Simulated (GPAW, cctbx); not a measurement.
## Reading charge transfer from structure factors

CaCu2Bi2, I4/mmm (no. 139), a = 4.3149 Å, b = 4.3149 Å, c = 13.2151 Å, α = 90.00°, β = 90.00°, γ = 90.00°.

```csv
atom,mult.,x,y,z
Bi1,4,0,0,0.3748
Cu1,4,1/2,0,1/4
Ca1,2,0,0,0
```

The cell comes from substitution in a known structure type and wasn't matched to any measured phase.

Absolute values of the static structure factors of the conventional cell from DFT (PBE, GPAW) against free spherical atoms, in electrons:

```csv
hkl,d (Å),free atoms,crystal
002,6.607,75.69,75.67
101,4.102,183.18,183.31
004,3.304,164.55,164.87
103,3.083,239.06,239.09
110,3.051,224.31,224.59
112,2.770,125.30,124.95
105,2.254,219.39,219.47
114,2.241,336.01,334.98
006,2.203,59.82,59.14
200,2.157,386.19,385.26
```

**Question.** Which way does charge move, and which reflections show it best?

Project each element's phase sum on the total phase. At low angle |F| should rise if density moves to atoms that scatter in phase and fall if it moves to atoms that scatter against it.

| hkl | Bi in phase | Cu in phase | Ca in phase | change (e) | (%) |
| --- | --- | --- | --- | --- | --- |
| 002 | 0.0 | +4.0 | -2.0 | -0.03 | 0.0 |
| 101 | +2.8 | 0.0 | -2.0 | +0.14 | +0.1 |
| 004 | +4.0 | -4.0 | -2.0 | +0.32 | +0.2 |
| 103 | +2.8 | 0.0 | +2.0 | +0.03 | 0.0 |
| 110 | +4.0 | -4.0 | +2.0 | +0.28 | +0.1 |
| 112 | 0.0 | +4.0 | +2.0 | -0.34 | -0.3 |
| 105 | +2.8 | 0.0 | +2.0 | +0.07 | 0.0 |
| 114 | +4.0 | +4.0 | -2.0 | -1.02 | -0.3 |

Low-angle reflections that set elements apart and change by more than 0.05 e: 101, 004, 110, 112, 105 and 114. The real-space density gives Voronoi charges Bi -0.08, Cu -0.02, Ca +0.20 e. The signs that these charges predict hold for 101, 004 and 112 and fail for 110, 105 and 114, so the simple rule can't give the direction here. The reflections see the density near the nuclei and the atoms' change of size and shape; Voronoi cells count what crosses the midplanes.

[Outputs are excerpts: Python notices, other lines and further rows are left out; steps that failed or that the build refused (PBEsol, TPSS) are not shown.]

[Logs are printed without paths, hosts, clocks, repeated set-up lines and the standing remarks that a program may print on its own settings, such as how far it seeks lower states.]
